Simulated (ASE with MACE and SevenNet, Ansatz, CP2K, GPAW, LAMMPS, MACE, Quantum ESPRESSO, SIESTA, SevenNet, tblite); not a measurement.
# Running glassy 52SiO2-24B2O3-12Na2O-12CaO (mol %) (84 atoms) with machine-learned potentials

How do the settings of machine-learned potentials change the result for glassy 52SiO2-24B2O3-12Na2O-12CaO (mol %) (84 atoms)? A plane-wave run serves as the yardstick.

Calculated with ASE with MACE and SevenNet; the method is named at each step.

### Step 1. The structure

The cell holds 84 atoms: 13 Si, 12 B, 6 Na, 3 Ca and 50 O. Cell: a = 9.907 Å, b = 9.907 Å, c = 9.907 Å, α = 90.0°, β = 90.0°, γ = 90.0°. 84 atoms (13 Si, 12 B, 6 Na, 3 Ca, 50 O) placed at random at 2.3 g/cm³, melted at 3000 K for 20 ps at fixed volume with the Buckingham and Coulomb pair potential of Guillot and Sator (Geochim. Cosmochim. Acta 71, 1249 (2007)) with the boron terms of Wang et al. (J. Non-Cryst. Solids 498, 294 (2018)). Quenched from 3000 K to 300 K at 50 K/ps and fixed volume, held 10 ps at zero pressure.

The yardstick, on the same geometry:

| Property | Result |
| --- | --- |
| method | Kohn-Sham DFT, PBE, SSSP efficiency 1.3.0 pseudopotentials, plane waves (Quantum ESPRESSO 7.5); sssp-pbe-1.3.0-efficiency, cutoffs 60/480 Ry, Γ point |
| r.m.s. force component | 1.157 eV/Å |
| longest force | 5.224 eV/Å |
| pressure | 0.9523 GPa |
| gap (highest filled to lowest empty level) | 3.291 eV |
| time | 1.8 min on 4 MPI ranks of Arm Neoverse V2, shared host |
| CPU time | 7.1 min |

### Step 2. MACE MP-0b3 medium potential

Method: machine-learned interatomic potential MACE MP-0b3 medium, trained on PBE(+U) plane-wave data.

Input file run.py:

```python
import numpy as np
from ase.io import read
import mlip  # loads the published weights by name

atoms = read("structure.xyz")
atoms.calc = mlip.calc("mace-mp-0b3-medium")
energy = atoms.get_potential_energy()
forces = atoms.get_forces()
print(f"energy {energy:.6f} eV")
print("forces (eV/A)")
for i, (a, f) in enumerate(zip(atoms, forces)):
    print(f"{i:4d} {a.symbol:2s} {f[0]:10.5f} {f[1]:10.5f} {f[2]:10.5f}")
stress = -atoms.get_stress(voigt=False) * 160.21766
print("stress (GPa, compression positive)")
for row in stress:
    print(" ".join(f"{x:10.4f}" for x in row))
```

Input file structure.xyz:

```xyz
84
Lattice="9.90728 0.00000 0.00000 0.00000 9.90728 0.00000 0.00000 0.00000 9.90728" Properties=species:S:1:pos:R:3 pbc="T T T"
Si 9.04822 8.69156 5.13405
Si 2.81010 4.44758 0.42126
Si 7.61781 2.30988 7.82437
Si 7.49555 8.41564 9.84477
Si 9.52615 0.87580 2.98863
Si 0.79110 3.71741 4.12044
Si 2.61929 7.33991 6.99930
Si 5.02913 0.45554 7.58036
Si 5.51182 6.05731 4.23744
Si 0.97498 9.50663 0.38916
Si 4.68931 2.60185 1.70207
Si 7.55460 3.52491 0.79387
Si 8.12724 4.77471 5.87086
B 9.16116 9.89797 7.88897
B 3.20847 8.68353 9.55894
B 3.95083 2.69022 6.65829
B 4.42439 8.59011 5.48269
B 6.27983 5.80963 9.37169
B 0.31446 4.50454 1.48867
B 5.49161 0.20369 0.65239
B 3.56652 7.03457 1.54583
B 9.89569 7.02525 0.26869
B 3.75466 3.69106 4.37882
B 3.87731 5.16328 8.05680
B 9.79384 6.54178 7.38003
Na 1.71733 0.51577 5.91920
Na 1.28478 2.42768 8.66005
Na 0.95130 7.07736 2.80039
Na 2.21566 6.33382 4.32770
Na 8.17152 5.71016 2.63187
Na 2.71965 0.02853 3.06085
Ca 5.90771 8.77012 3.07770
Ca 6.31847 1.32609 4.68733
Ca 6.69009 7.33149 6.72625
O 3.41157 7.71292 2.71469
O 6.74815 5.27820 5.06539
O 3.73227 1.36532 7.07578
O 9.08577 7.17872 4.47343
O 3.86394 3.05233 3.04669
O 4.42023 2.83368 5.35251
O 9.51535 9.05416 6.69623
O 5.14227 7.43016 5.04231
O 3.97579 7.80327 0.40947
O 7.18139 4.94086 0.05934
O 8.69314 7.73679 0.79823
O 2.65376 5.20192 8.86474
O 1.09248 6.73655 6.73130
O 6.22643 3.20084 1.65719
O 5.03171 0.27522 9.23537
O 3.75298 6.18383 7.01416
O 3.99323 3.77081 7.52498
O 8.87861 1.38960 7.49476
O 4.27004 5.02973 4.30977
O 9.41925 4.15640 5.01368
O 3.15993 5.70313 1.42278
O 5.05380 8.91457 6.86931
[... 24 atom lines left out ...]
O 6.31966 1.41189 7.35536
O 0.47020 2.14770 3.67124
O 5.88116 6.37603 2.68636
O 0.10739 5.74533 0.80596
```

The run is started by

```sh
> OMP_NUM_THREADS=1 python run.py > output.txt
```

The program printed:

```text
energy -616.965229 eV
forces (eV/A)
   0 Si   -0.72658   -1.74990    0.16450
   1 Si   -1.67764    2.64963    0.02577
   2 Si    0.09755   -2.15352    1.86171
   3 Si    3.16494   -1.89936   -2.74539
   4 Si   -2.46316    1.48911    1.80871
   5 Si    0.28219   -1.61981   -1.61999
   6 Si    0.02101   -0.72689    1.83566
   7 Si    0.06348   -0.11313    1.61867
   8 Si   -1.28027   -1.35854   -2.55108
   9 Si   -0.25972    0.76811   -1.38351
  10 Si   -0.08649    2.83519    1.31821
  11 Si   -0.26265    0.52418   -1.43472
  12 Si    1.22912   -0.74992   -1.14270
  13 B    -0.78680   -0.82959   -0.03818
  14 B    -0.25759   -2.60708   -0.22430
  15 B     1.46039    3.10447    0.72670
  16 B     0.21609    1.64385    0.06664
  17 B    -0.95245   -0.77545    0.11271
  18 B     0.64834    0.09982   -1.28692
  19 B    -0.09081    0.07766   -3.09579
  20 B    -0.49631    0.35576    0.10037
  21 B    -0.28253   -0.48589   -1.22409
  22 B    -0.22389    0.62591   -0.92801
  23 B    -0.46998   -0.03956   -0.08042
[...]
76 O     2.32047    0.78516    0.93397
  77 O    -0.43572    0.55660    0.54736
  78 O     0.37029    1.00563    0.92706
  79 O     2.60338    0.77929   -1.18871
  80 O    -0.40327    0.42713   -1.15076
  81 O     0.57514    0.08288    0.03474
  82 O     1.08223    0.72515    1.46503
  83 O    -0.08645   -0.41482    1.27709
stress (GPa, compression positive)
    0.5488    -0.9056    -0.9525
   -0.9056     1.3432    -1.7079
   -0.9525    -1.7079     1.3596
```

Elapsed: 7.7 s, on 1 thread of Arm Neoverse V2, shared host; peak memory 1.1 GiB.

Banners, paths, timers and routine set-up lines are dropped from the logs unmarked, and long logs keep their key lines alone; longer cuts are marked.

Numbers from this run, and their distance from the reference:

| Property | Result |
| --- | --- |
| r.m.s. force component | 1.109 eV/Å |
| r.m.s. difference of force components | 104.5 meV/Å |
| longest difference of force vectors | 404.5 meV/Å |
| force difference over r.m.s. force | 9.027 % |
| slope of forces against the reference's | 0.9551 |
| correlation of force components | 0.9967 |
| pressure | 1.084 GPa |
| pressure difference | 0.1316 GPa |

Length of the force difference by element (eV/Å):

```csv
element,atoms,mean,most
B,12,0.20,0.34
Ca,3,0.17,0.20
Na,6,0.10,0.23
O,50,0.13,0.30
Si,13,0.26,0.40
```

A closer look about Ca33, one of the 3 Ca atoms: 9 atoms, nearest first, numbered in the order of the input, with positions taken from that point.

```
atom      x      y      z  distance (Å)  bonds     Fx     Fy  Fz (eV/Å)
Ca33   0.00   0.00   0.00          0.00      5   0.75   0.22       0.49
 O70  -1.71  -1.48  -0.02          2.26      4  -0.01   0.02      -0.85
 O69   1.60  -0.25  -1.69          2.34      2   0.34   0.04       0.06
 O73   1.21  -2.12   0.43          2.48      4  -3.31   0.61       0.01
 O40  -1.90   1.51   0.67          2.51      3  -0.15  -0.63       0.17
 O81   0.00   0.09   2.67          2.67      3  -0.40   0.43      -1.15
Ca32  -0.41  -2.46  -1.61          2.97      7   0.30  -1.53       0.41
 Si8  -1.29  -0.87   2.89          3.28      4   0.06  -0.11       1.62
 B17  -1.89  -2.64   0.80          3.35      4   0.22   1.64       0.07
```

Atoms are counted from 1 here, from 0 in the log.

Forces lie 9.0 % from the reference's, at 0.017 times its CPU time (on 1 against 4 cores).

### Step 3. MACE MP-0b2 small potential

Method: machine-learned interatomic potential MACE MP-0b2 small, trained on PBE(+U) plane-wave data.

Changes to run.py since step 2:

```diff
@@ -5,3 +5,3 @@
 atoms = read("structure.xyz")
-atoms.calc = mlip.calc("mace-mp-0b3-medium")
+atoms.calc = mlip.calc("mace-mp-0b2-small")
 energy = atoms.get_potential_energy()
```

structure.xyz is that of step 2.

The program printed:

```text
energy -617.323516 eV
forces (eV/A)
   0 Si   -0.58744   -2.00176    0.16630
   1 Si   -1.78886    2.43371   -0.03165
   2 Si   -0.06064   -2.10079    2.02039
   3 Si    2.98710   -1.90151   -2.76443
   4 Si   -2.23791    1.55045    1.83633
   5 Si    0.15294   -1.72466   -1.39409
   6 Si   -0.06882   -0.84244    1.97166
   7 Si    0.02958    0.00176    1.79031
   8 Si   -1.02567   -1.25542   -2.53892
   9 Si   -0.26201    0.58164   -1.17986
  10 Si   -0.03911    2.83594    1.22814
  11 Si   -0.21590    0.41953   -1.34027
  12 Si    1.29361   -0.93240   -1.24540
  13 B    -0.83946   -0.77395   -0.13059
  14 B    -0.22528   -2.49592    0.03103
  15 B     1.40867    2.90856    0.57615
  16 B     0.40519    1.89723    0.03933
  17 B    -0.76698   -0.65884    0.34485
  18 B     0.67390   -0.16270   -1.41422
  19 B    -0.25233   -0.00078   -2.96619
  20 B    -0.52051    0.45077    0.06293
  21 B    -0.19878   -0.27426   -1.22227
  22 B    -0.22389    0.43803   -0.88744
  23 B    -0.36688   -0.12726    0.10896
[...]
76 O     2.23123    0.60182    0.88329
  77 O    -0.37497    0.59141    0.51927
  78 O     0.37976    0.86797    0.73722
  79 O     2.62030    0.78454   -1.15787
  80 O    -0.32778    0.52393   -1.14979
  81 O     0.54606    0.09730   -0.03586
  82 O     1.03155    0.79690    1.51213
  83 O    -0.05956   -0.33147    1.32417
stress (GPa, compression positive)
    0.5535    -0.6981    -0.9698
   -0.6981     1.4006    -1.7803
   -0.9698    -1.7803     1.4283
```

Run time: 5.2 s. Hardware: 1 thread; peak memory 0.67 GiB.

Against the reference:

| Item | Value |
| --- | --- |
| r.m.s. force component | 1.085 eV/Å |
| r.m.s. difference of force components | 146.4 meV/Å |
| longest difference of force vectors | 726.1 meV/Å |
| force difference over r.m.s. force | 12.65 % |
| slope of forces against the reference's | 0.9315 |
| correlation of force components | 0.9936 |
| pressure | 1.127 GPa |
| pressure difference | 0.1752 GPa |

Against the first run (9.0 %), the force difference from the reference is 13 %, at 0.72 times the CPU time.

### Step 4. SevenNet 0 potential

Method: machine-learned interatomic potential SevenNet 0, trained on PBE(+U) plane-wave data.

Changes to run.py since step 3:

```diff
@@ -5,3 +5,3 @@
 atoms = read("structure.xyz")
-atoms.calc = mlip.calc("mace-mp-0b2-small")
+atoms.calc = mlip.calc("7net-0")
 energy = atoms.get_potential_energy()
```

structure.xyz is that of step 3.

The program printed:

```text
energy -617.348999 eV
forces (eV/A)
   0 Si   -0.62389   -1.91464    0.13019
   1 Si   -1.72171    2.85443   -0.01563
   2 Si   -0.03266   -2.25511    1.96688
   3 Si    3.00607   -1.92304   -2.89973
   4 Si   -2.08631    1.49004    1.90725
   5 Si    0.12317   -1.69616   -1.57215
   6 Si   -0.00360   -0.82893    2.15574
   7 Si   -0.03055   -0.01900    1.81926
   8 Si   -1.40046   -1.28571   -2.61180
   9 Si   -0.33603    0.62821   -1.49395
  10 Si    0.03657    2.72389    1.38389
  11 Si   -0.31573    0.76138   -1.53287
  12 Si    1.38980   -0.55724   -1.05420
  13 B    -0.70938   -0.80416    0.04957
  14 B    -0.21514   -2.68438   -0.13288
  15 B     1.47889    3.11689    0.74593
  16 B     0.33844    1.67443    0.18048
  17 B    -0.76703   -0.77105    0.23937
  18 B     0.66614   -0.01098   -1.30589
  19 B    -0.07468    0.03958   -3.03508
  20 B    -0.41327    0.58178   -0.03904
  21 B    -0.28064   -0.11902   -1.14579
  22 B    -0.21733    0.74204   -0.87682
  23 B    -0.44384    0.24658    0.00923
[...]
76 O     2.35230    0.70954    0.89919
  77 O    -0.48898    0.64468    0.54619
  78 O     0.33807    0.96113    0.86802
  79 O     2.61977    0.77422   -1.24191
  80 O    -0.24453    0.47122   -1.21810
  81 O     0.51370    0.09744   -0.04026
  82 O     1.20682    0.76456    1.58901
  83 O    -0.04365   -0.52796    1.51702
stress (GPa, compression positive)
    0.3210    -0.7585    -1.0249
   -0.7585     1.0974    -1.6712
   -1.0249    -1.6712     1.3548
```

Run time: 6.5 s. Hardware: 1 thread; peak memory 1 GiB.

Compared with the plane-wave run:

```yaml
r_m_s_force_component: 1.117 eV/Å
r_m_s_difference_of_force_components: 114.4 meV/Å
longest_difference_of_force_vectors: 582.6 meV/Å
force_difference_over_r_m_s_force: 9.889 %
slope_of_forces_against_the_reference_s: 0.9615
correlation_of_force_components: 0.9955
pressure: 0.9244 GPa
pressure_difference: -0.0279 GPa
```

Against the first run (9.0 %), the force difference from the reference is 9.9 %, at 0.90 times the CPU time.

### Step 5. Side by side

Differences are against the plane-wave reference, forces as r.m.s. over components; share is that over the reference's r.m.s. force, slope the least-squares factor from reference forces to these. Total energies of different programs have different zeros and aren't compared.

| run | Δ force, r.m.s. (meV/Å) | share (%) | slope | Δ pressure (GPa) | cores | CPU time | memory (GiB) |
| --- | --- | --- | --- | --- | --- | --- | --- |
| reference | - | - | - | - | 4 | 7.1 min | 2.9 |
| MACE MP-0b3 medium potential | 104 | 9.03 | 0.955 | 0.132 | 1 | 7.3 s | 1.1 |
| MACE MP-0b2 small potential | 146 | 12.7 | 0.931 | 0.175 | 1 | 5.2 s | 0.67 |
| SevenNet 0 potential | 114 | 9.89 | 0.962 | -0.0279 | 1 | 6.5 s | 1.0 |

Times of the machine-learned potentials are mostly Python's start and the loading of weights.

CPU time is summed over cores on a shared host, where runs went side by side, so it is rough. Symmetry, cutoffs, thresholds, outputs and thread counts weren't matched or tuned between programs; memory under MPI is the largest rank's times the ranks.

### Step 6. Summary of results

| Property | Result |
| --- | --- |
| nearest in forces | MACE MP-0b3 medium potential, 9.0 % |
| its CPU time | 7.3 s |

Machine-learned potentials differ by 9.0 % (MACE MP-0b3 medium potential) to 13 % (MACE MP-0b2 small potential); they were trained on other programs' data. The reference's pressure holds the uncorrected Pulay stress of its 60 Ry basis, so small pressure differences, and their order, may be the reference's own error. Machine-learned potentials mimic data converged in k, so the reference's own k-point error enters their differences. The quench rate of 50 K/ps is many orders above laboratory rates, so the cell is likely richer in defects and strain than a real sample. The network of bonds at the start is that of the classical potential that made the cell, and needn't be the one that DFT or experiment would give. The electronic-structure runs sample only Γ, in a cell whose shortest periodic width is 10 Å.

[Also dropped from logs without a mark: logging warnings of Python, and SIESTA's first energy breakdown and zero terms.]

[Logs are printed without paths, hosts, clocks, repeated set-up lines and the standing remarks that a program may print on its own settings, such as how far it seeks lower states.]

[Hosts, paths, dates, database ids (printed as entryN), source tags and the programs' standing remarks are cut or masked in the printed files.]
